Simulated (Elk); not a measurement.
# Bands of KNiF3 in the lowest magnetic state tried

Aim: the bands and densities of states of KNiF3 in the lowest state of several starts.

Program: Elk 11.2.3 (patched build). Level of theory: LDA (Perdew-Wang) with U = 7.50 eV on Ni d; all-electron APW+lo, Dirac cores, scalar-relativistic bands. Results are calculated unless marked as measured.

The database entry behind the starting cell differs from later determinations by our own check (about 0.35 % short), so it need not match the best structure at ambient conditions.

## (1) The structure

The structure is cubic, space group Pm-3m (No. 221). Conventional cell: a = 4.000 Å, b = 4.000 Å, c = 4.000 Å, α = 90.00°, β = 90.00°, γ = 90.00°. K has 12 F at 2.83 Å nearest. Ni has 6 F at 2.00 Å nearest. Nearest to F lie 2 Ni at 2.00 Å and 4 K at 2.83 Å. Farther neighbours and most contacts between anions are not listed.

## (2) Ground-state run

Bands and densities of states are read from a converged potential, so the magnetic state comes first.

This is the lowest of the starts that converged (ferro +).

Moments are seeded by fields in the spheres (the last three columns under atoms), set against the wanted direction and reduced each loop.

elk.in

```
tasks
  0
  33
  73

xctype
  3

rgkmax
  7.0

nempty
  14

swidth
  0.002

reducebf
  0.6

epsengy
  1e-05

maxscl
  100

lmaxi
  2

spinpol
  .true.

sppath
  './'

avec
  7.55890449850 0.00000000000 0.00000000000
  0.00000000000 7.55890449850 0.00000000000
  0.00000000000 0.00000000000 7.55890449850

atoms
  3
  'K.in'
  1
  0.0000000000 0.0000000000 0.0000000000   0.000000 0.000000 0.000000
  'Ni.in'
  1
  0.5000000000 0.5000000000 0.5000000000   0.000000 0.000000 -0.200000
  'F.in'
  3
  0.5000000000 0.5000000000 0.0000000000   0.000000 0.000000 0.000000
  0.0000000000 0.5000000000 0.5000000000   0.000000 0.000000 0.000000
  0.5000000000 0.0000000000 0.5000000000   0.000000 0.000000 0.000000

ngridk
  6 6 6

dft+u
  1 1
  2 2 0.275620 0.000000

plot3d
  0 0 0
  1 0 0
  0 1 0
  0 0 1
  20 20 20
```

Run with:

```console
> OMP_NUM_THREADS=2 elk
```

Numbers of over 12 decimals in the logs are rounded to 6 here.

Log:

```text
Warning(gndstate): core states of species 2 leak from the muffin-tin :   0.1982810877E-02
Warning(gndstate): forces or DFT+U at lmaxo under 8 : 6
  [figures from our tests cut]: type lmaxo 8 and lmaxapw 10

--- INFO.OUT ---
┌─────────────────────────┐
│ Elk code version 11.2.3 │
└─────────────────────────┘

All units are atomic (Hartree, Bohr, etc.)

┌─────────────────────────────────────────────────┐
│ Ground-state run starting from atomic densities │
└─────────────────────────────────────────────────┘

Lattice vectors :
   7.558904498       0.000000000       0.000000000
   0.000000000       7.558904498       0.000000000
   0.000000000       0.000000000       7.558904498

Species : 1 (K)
 parameters loaded from : K.in
 name : potassium
 nuclear charge    :   -19.00000000
 electronic charge :    19.00000000
 atomic mass :    71271.84090
 muffin-tin radius :    2.400000000
 number of radial points in muffin-tin :    497
 inner part over the whole radius :   0.9891652203E-02
 number on inner part of muffin-tin    :    349
 approximate nuclear radius :   0.6514746337E-04
 number of mesh points to nuclear radius :    160
 atomic positions (lattice), magnetic fields (Cartesian) :
  1 :   0.00000000  0.00000000  0.00000000    0.00000000  0.00000000  0.00000000

Species : 2 (Ni)
 parameters loaded from : Ni.in
 name : nickel
 nuclear charge    :   -28.00000000
 electronic charge :    28.00000000
 atomic mass :    106991.5231
 muffin-tin radius :    2.034246681
 number of radial points in muffin-tin :    497
 inner part over the whole radius :   0.9807773375E-02
 number on inner part of muffin-tin    :    349
 approximate nuclear radius :   0.7325707712E-04
 number of mesh points to nuclear radius :    170
 atomic positions (lattice), magnetic fields (Cartesian) :
  1 :   0.50000000  0.50000000  0.50000000    0.00000000  0.00000000 -0.20000000

Species : 3 (F)
 parameters loaded from : F.in
 name : fluorine
 nuclear charge    :   -9.000000000
 electronic charge :    9.000000000
 atomic mass :    34631.97045
 muffin-tin radius :    1.695205568
 number of radial points in muffin-tin :    297
 inner part over the whole radius :   0.9716721889E-02
 number on inner part of muffin-tin    :    204
 approximate nuclear radius :   0.5278478738E-04
 number of mesh points to nuclear radius :     89
 atomic positions (lattice), magnetic fields (Cartesian) :
  1 :   0.50000000  0.50000000  0.00000000    0.00000000  0.00000000  0.00000000
  2 :   0.00000000  0.50000000  0.50000000    0.00000000  0.00000000  0.00000000
  3 :   0.50000000  0.00000000  0.50000000    0.00000000  0.00000000  0.00000000

Total number of atoms per unit cell :    5
Total muffin-tin volume :    154.3849234
 ratio of muffin-tin to unit cell volume :   0.3574607082

Spin treatment :
 spin-polarised
 global magnetic field (Cartesian) :    0.000000000       0.000000000       0.000000000
 collinear magnetisation in z-direction

Number of Bravais lattice symmetries :   48
Number of crystal symmetries         :   48
Crystal has inversion symmetry
Real symmetric eigensolver will be used

k-point grid :      6     6     6
k-point offset :    0.000000000       0.000000000       0.000000000
k-point set is reduced with full crystal symmetry group
Total number of k-points :       20

Muffin-tin radius times maximum |G+k| :    7.000000000
 using average radius
Maximum |G+k| for APW functions       :    3.676523348
Maximum (1/2)|G+k|²                   :    6.758411962
Maximum |G| for potential and density :    12.00000000
Constant for pseudocharge density :    7
 order of it for each species :   14  14  14
 order of it for pair densities of each species (exact exchange by exxq0 0: 14) :   14  11   7
Radial integration step length :    1

G-vector grid sizes :     30    30    30
Number of G-vectors :    12557

Maximum angular momentum used for
 APW functions            :    8
 outer part of muffin-tin :    6
 inner part of muffin-tin :    2

Number of empty states         :     70
Total number of valence states :    188
Total number of core states    :     28

Third-order local-orbitals added for an l without core states : T
Total number of local-orbitals :     63

Exchange-correlation functional :      3     0     0
 Perdew-Wang/Ceperley-Alder, Phys. Rev. B 45, 13244 (1992)
 gradient requirement :    0
 local density approximation (LDA)

DFT+U calculation
 fully localised limit (FLL)
 see Phys. Rev. B 52, R5467 (1995)
 species : 2 (Ni), l = 2, U =   0.27562000, J =   0.00000000

Smearing type :    3
 Fermi-Dirac
Smearing width :   0.2000000000E-02
Effective electronic temperature (K) :    631.5500496

Mixing type :    3
 Broyden mixing, J. Phys. A: Math. Gen. 17, L317 (1984)

Kohn-Sham potential initialised from atomic data

┌──────────────────────────────┐
│ Self-consistent loop started │
└──────────────────────────────┘

┌─────────────────┐
│ Loop number : 1 │
└─────────────────┘

Energies :
 Fermi                       :    -0.23085815884935E-02
 sum of occupied eigenvalues :     -1380.0882487209
 electron kinetic            :      2446.3430648488
 core electron kinetic       :      2172.7367396252
 Coulomb                     :     -4740.9286547029
 Coulomb potential           :     -3653.4555631410
 nuclear-nuclear             :     -384.79460016767
 electron-nuclear            :     -5069.9602238929
 Hartree                     :      713.82616935771
 Madelung                    :     -2914.2008731324
 xc potential                :     -172.86264233023
 xc effective B-field        :    -0.90013164534893E-01
 external B-field            :      0.000000
 exchange                    :     -117.07795772477
 correlation                 :     -5.940079
 DFT+U                       :     0.941500
 electron entropic           :    -0.13636341011700E-02
 total energy                :     -2416.6634899772
 (external B-field energy excluded from total)

Density of states at Fermi energy :    104.2476417
 (states/Hartree/unit cell)

Estimated indirect band gap :   0.1201328504E-02
 from k-point 5 to k-point 10
Estimated direct band gap   :   0.2319554701E-02
 at k-point 19

Charges :
 core                        :    28.00000000
 valence                     :    46.00000000
 interstitial                :    4.469725654
 muffin-tins (core leakage)
  species : 1 (K)
   atom 1                    :    17.53968060     ( -0.3352093163E-05)
  species : 2 (Ni)
   atom 1                    :    26.03727921     (  0.1966520080E-02)
  species : 3 (F)
   atom 1                    :    8.651104843     ( -0.4521518580E-05)
   atom 2                    :    8.651104843     ( -0.4521518580E-05)
   atom 3                    :    8.651104843     ( -0.4521518580E-05)
 total in muffin-tins        :    69.53027435
 total calculated charge     :    73.99772309
 total charge                :    74.00000000
 error                       :   0.2276905023E-02

Moments :
 interstitial                :  -0.2730357897E-02
 muffin-tins
  species : 1 (K)
   atom 1                    :  -0.4897055912E-03
  species : 2 (Ni)
   atom 1                    :    1.846294520
  species : 3 (F)
   atom 1                    :   0.5230691121E-01
   atom 2                    :   0.5230691121E-01
   atom 3                    :   0.5230691121E-01
 total in muffin-tins        :    2.002725548
 total moment                :    1.999995190

[... earlier loops left out ...]

┌──────────────────┐
│ Loop number : 22 │
└──────────────────┘

Energies :
 Fermi                       :     0.70959688123798E-01
 sum of occupied eigenvalues :     -1371.9369485215
 electron kinetic            :      2442.8223220168
 core electron kinetic       :      2172.9117087327
 Coulomb                     :     -4738.3384880225
 Coulomb potential           :     -3652.6500111165
 nuclear-nuclear             :     -384.79460016767
 electron-nuclear            :     -5065.5534077352
 Hartree                     :      712.00951988039
 Madelung                    :     -2912.0134824643
 xc potential                :     -162.00999761360
 xc effective B-field        :    -0.99261737599007E-01
 external B-field            :      0.000000
 exchange                    :     -116.67217116841
 correlation                 :     -5.923200
 DFT+U                       :      1.000493
 electron entropic           :    -0.43281803638055E-11
 total energy                :     -2417.1110445072
 (external B-field energy excluded from total)

Density of states at Fermi energy :   0.5018444792E-07
 (states/Hartree/unit cell)

Estimated indirect band gap :   0.1752513203
 from k-point 19 to k-point 1
Estimated direct band gap   :   0.1815763588
 at k-point 10

Charges :
 core                        :    28.00000000
 valence                     :    46.00000000
 interstitial                :    4.870860109
 muffin-tins (core leakage)
  species : 1 (K)
   atom 1                    :    17.59995119     ( -0.3353546740E-05)
  species : 2 (Ni)
   atom 1                    :    26.15099404     (  0.1982810877E-02)
  species : 3 (F)
   atom 1                    :    8.459398219     ( -0.4521526330E-05)
   atom 2                    :    8.459398219     ( -0.4521526330E-05)
   atom 3                    :    8.459398219     ( -0.4521526330E-05)
 total in muffin-tins        :    69.12913989
 total calculated charge     :    73.99773823
 total charge                :    74.00000000
 error                       :   0.2261767269E-02

Moments :
 interstitial                :   0.2047216797E-01
 muffin-tins
  species : 1 (K)
   atom 1                    :  -0.4295982766E-03
  species : 2 (Ni)
   atom 1                    :    1.844204832
  species : 3 (F)
   atom 1                    :   0.4525109490E-01
   atom 2                    :   0.4525109490E-01
   atom 3                    :   0.4525109490E-01
 total in muffin-tins        :    1.979528519
 total moment                :    2.000000686

┌──────────────────────────────┐
│ Self-consistent loop stopped │
└──────────────────────────────┘

Warning : core states of species 2 leak from the muffin-tin :   0.1982810877E-02

Warning : forces or DFT+U at lmaxo under 8 : 6

Wrote STATE.OUT
```

Run time: 1.9 min. Hardware: 2 threads of Arm Neoverse V2, shared host; peak memory 0.14 GiB; 3.8 min of CPU time.

Spin moment in the muffin-tin sphere by atom:

```
atom  spin moment in the muffin-tin sphere (μB)
  K1                                       0.00
 Ni2                                       1.84
  F3                                       0.05
  F4                                       0.05
  F5                                       0.05
```

Read from the output:

| Property | Result |
| --- | --- |
| density of states at the Fermi level | 1.84e-9 states/eV/cell |
| moment between the spheres | 0.02047 μB |
| magnetization | 2.000 μB |
| final state | ferromagnetic |

## (3) Bands and density of states

The potential is kept. Point names follow a standard table for this cell's lattice and can differ from other conventions. The density of states is interpolated from the levels on the mesh (so its value at the Fermi level can differ from the smeared one of the ground-state run), and the bands are solved anew along a path of special points.

Changes to elk.in since step 2:

```diff
@@ -1,5 +1,5 @@
 tasks
-  0
-  33
-  73
+  10
+  20
+  15
 
@@ -47,3 +47,3 @@
   1
-  0.5000000000 0.5000000000 0.5000000000   0.000000 0.000000 -0.200000
+  0.5000000000 0.5000000000 0.5000000000   0.000000 0.000000 -0.000200
   'F.in'
@@ -61,7 +61,14 @@
 
-plot3d
-  0 0 0
-  1 0 0
-  0 1 0
-  0 0 1
-  20 20 20
+wplot
+  300 60 1
+  -0.35000 0.25000
+
+plot1d
+  7 84
+  0.00000000 0.00000000 0.00000000
+  0.00000000 0.50000000 0.00000000
+  0.50000000 0.50000000 0.00000000
+  0.00000000 0.00000000 0.00000000
+  0.50000000 0.50000000 0.50000000
+  0.00000000 0.50000000 0.00000000
+  0.50000000 0.50000000 0.50000000
```

Run with:

```console
> OMP_NUM_THREADS=2 elk
```

Log:

```text
┌─────────────────────────────────┐
│ Elk code version 11.2.3 started │
└─────────────────────────────────┘

┌───────────────────┐
│ Current task : 10 │
└───────────────────┘
Info(checkmt): changed muffin-tin radius of species 2 (Ni) from   2.4000 to   2.0342
Info(checkmt): changed muffin-tin radius of species 3 (F) from   2.0000 to   1.6952

Info(writedos):
 Total density of states written to TDOS.OUT

 Partial density of states written to PDOS_Sss_Aaaaa.OUT
 for all species and atoms

 Spin-quantisation axis :    0.000000000       0.000000000       1.000000000

 Eigenvalues of a random matrix symmetrised with the site
 symmetries in the Yₗₘ basis written to ELMIREP.OUT for all
 species and atoms. Degenerate eigenvalues correspond to
 irreducible representations of each site symmetry group

 Interstitial density of states written to IDOS.OUT

 Fermi energy is at zero in plots

 DOS units are states/Hartree/unit cell

┌───────────────────┐
│ Current task : 20 │
└───────────────────┘

Info(bandstr):
 Band structure plot written to BAND.OUT

 Fermi energy is at zero in plot

 Vertex location lines written to BANDLINES.OUT

┌───────────────────┐
│ Current task : 15 │
└───────────────────┘

Info(writelsj):
 muffin-tin L, S and J expectation values written to LSJ.OUT

┌──────────────────┐
│ Elk code stopped │
└──────────────────┘
```

Wall time 46 s (2 threads); peak memory 0.2 GiB.

Electronic bands along the path, in eV, zero at the Fermi level; # counts the bands kept:

```
          point  up #10  up #12  up #13  up #14  down #9  down #10  down #11  down #12
              Γ   -3.04   -2.82   -2.82   -2.82    -2.99     -2.74     -2.74     -2.74
0.55 of the way   -2.99   -2.95   -2.70   -2.70    -2.90     -2.90     -2.26     -2.26
              X   -3.01   -2.82   -2.58   -2.57    -2.94     -2.93     -2.02     -2.02
0.45 of the way   -3.07   -2.61   -2.57   -1.90    -2.80     -2.42     -2.06     -2.04
              M   -2.95   -2.67   -2.43   -1.12    -2.38     -2.07     -2.07     -2.05
        halfway   -3.00   -2.82   -2.75   -2.18    -2.72     -2.35     -2.34     -2.32
              Γ   -3.04   -2.82   -2.82   -2.82    -2.99     -2.74     -2.74     -2.74
        halfway   -2.91   -2.73   -2.20   -2.20    -2.68     -2.40     -2.25     -2.25
              R   -2.41   -2.41   -1.11   -1.11    -2.35     -1.93     -1.93     -1.93
        halfway   -2.91   -2.53   -2.29   -1.65    -2.64     -2.26     -2.08     -2.01
              X   -3.01   -2.82   -2.58   -2.57    -2.94     -2.93     -2.02     -2.02
0.53 of the way   -2.88   -2.52   -2.19   -1.59    -2.60     -2.22     -2.08     -2.00
              R   -2.41   -2.41   -1.11   -1.11    -2.35     -1.93     -1.93     -1.93
```

The density of states has structure finer than the step of the table below, so its rows give means over 0.5 eV, whole bins alone (the curve runs from -9.52 to 6.75 eV). Peaks (eV: height): up -7.51: 2.65, -5.28: 5.48, -2.67: 8.43; down -4.79: 6.03, -4.41: 5.82, -2.94: 5.58, -2.12: 9.30; K1 p up -5.28: 0.0515, -3.21: 0.0551; K1 p down -4.79: 0.0852, -3.05: 0.0367, -2.07: 0.0337; Ni2 d up -7.51: 1.55, -5.28: 3.12, -2.94: 1.56.

Density of states against energy, zero at the Fermi level; means over each step; 7 of 8 lines; values in states/eV/cell:

```
energy (eV)       up    down  K1 p up  K1 p down  Ni2 d up  Ni2 d down  F3 p up
       -8.0   3.1e-4       0        0          0    1.9e-4           0   3.2e-5
       -7.5     1.84       0  0.00235          0      1.06           0    0.185
       -7.0     1.12  0.0188  0.00155          0     0.556      1.6e-5    0.128
       -6.5    0.932   0.340  0.00160          0     0.427     0.00233    0.113
       -6.0     1.24   0.877  0.00396     4.4e-4     0.456      0.0173    0.168
       -5.5     3.63   0.798   0.0422    0.00389      1.96      0.0508    0.339
       -5.0     3.03    3.25   0.0159     0.0478      1.69       0.597    0.292
       -4.5    0.783    4.68  0.00116     0.0355     0.429        1.13   0.0792
       -4.0    0.903    1.66  0.00571    0.00587     0.289       0.716    0.144
       -3.5     1.88   0.934   0.0217    0.00639     0.273       0.293    0.402
       -3.0     6.34    4.01   0.0438     0.0273      1.20       0.155     1.37
       -2.5     4.55    3.53   0.0141    0.00847     0.659       0.871     1.10
       -2.0    0.878    3.90   8.9e-4     0.0149     0.250        2.08    0.183
       -1.5    0.798       0   7.0e-5          0     0.276           0    0.154
       -1.0   0.0874       0        0          0    0.0316           0   0.0164
       -0.5        0       0        0          0         0           0        0
        0.0        0       0        0          0         0           0        0
        0.5        0       0        0          0         0           0        0
        1.0        0       0        0          0         0           0        0
        1.5        0       0        0          0         0           0        0
        2.0        0       0        0          0         0           0        0
        2.5        0       0        0          0         0           0        0
        3.0        0       0        0          0         0           0        0
        3.5        0   0.237        0     5.6e-5         0       0.216        0
        4.0  0.00718    1.81   1.8e-5     9.2e-4         0        1.59   6.4e-5
        4.5   0.0626    1.14   4.8e-4    0.00135    1.9e-5       0.916  0.00117
        5.0    0.102   0.921  0.00120    0.00111    1.2e-4       0.697  0.00284
        5.5    0.150   0.130  0.00236    0.00155    3.4e-4      0.0150  0.00540
        6.0    0.223   0.172  0.00442    0.00290    7.2e-4     0.00761  0.00954
```

## (4) Outcome

```json
{
  "state": "ferromagnetic",
  "largest moment": "1.84 μB"
}
```

In words: Right at the Fermi level (the table gives means over its steps) the density of states is 0 states/eV a cell for spin up and 0 for spin down: a gap in both channels. Within the window shown, the centres of the Ni2 d states of the two spins lie 4.4 eV apart, a rough measure of the splitting of the spins, to which the U adds. The state is the lowest of the starts that converged; no opposed start was among them. These are Kohn–Sham levels without spin–orbit coupling.

[Logs and program files are shortened in this print: banners, set-up blocks, solver, clock and traceback lines can be left out without a mark of their own.]

[Logs are printed without paths, hosts, clocks, repeated set-up lines and the standing remarks that a program may print on its own settings, such as how far it seeks lower states.]

[Hosts, paths, dates, database ids (printed as entryN), source tags and the programs' standing remarks are cut or masked in the printed files.]

[Where a cell is said to come from a database of computed structures, the database is the Materials Project.]
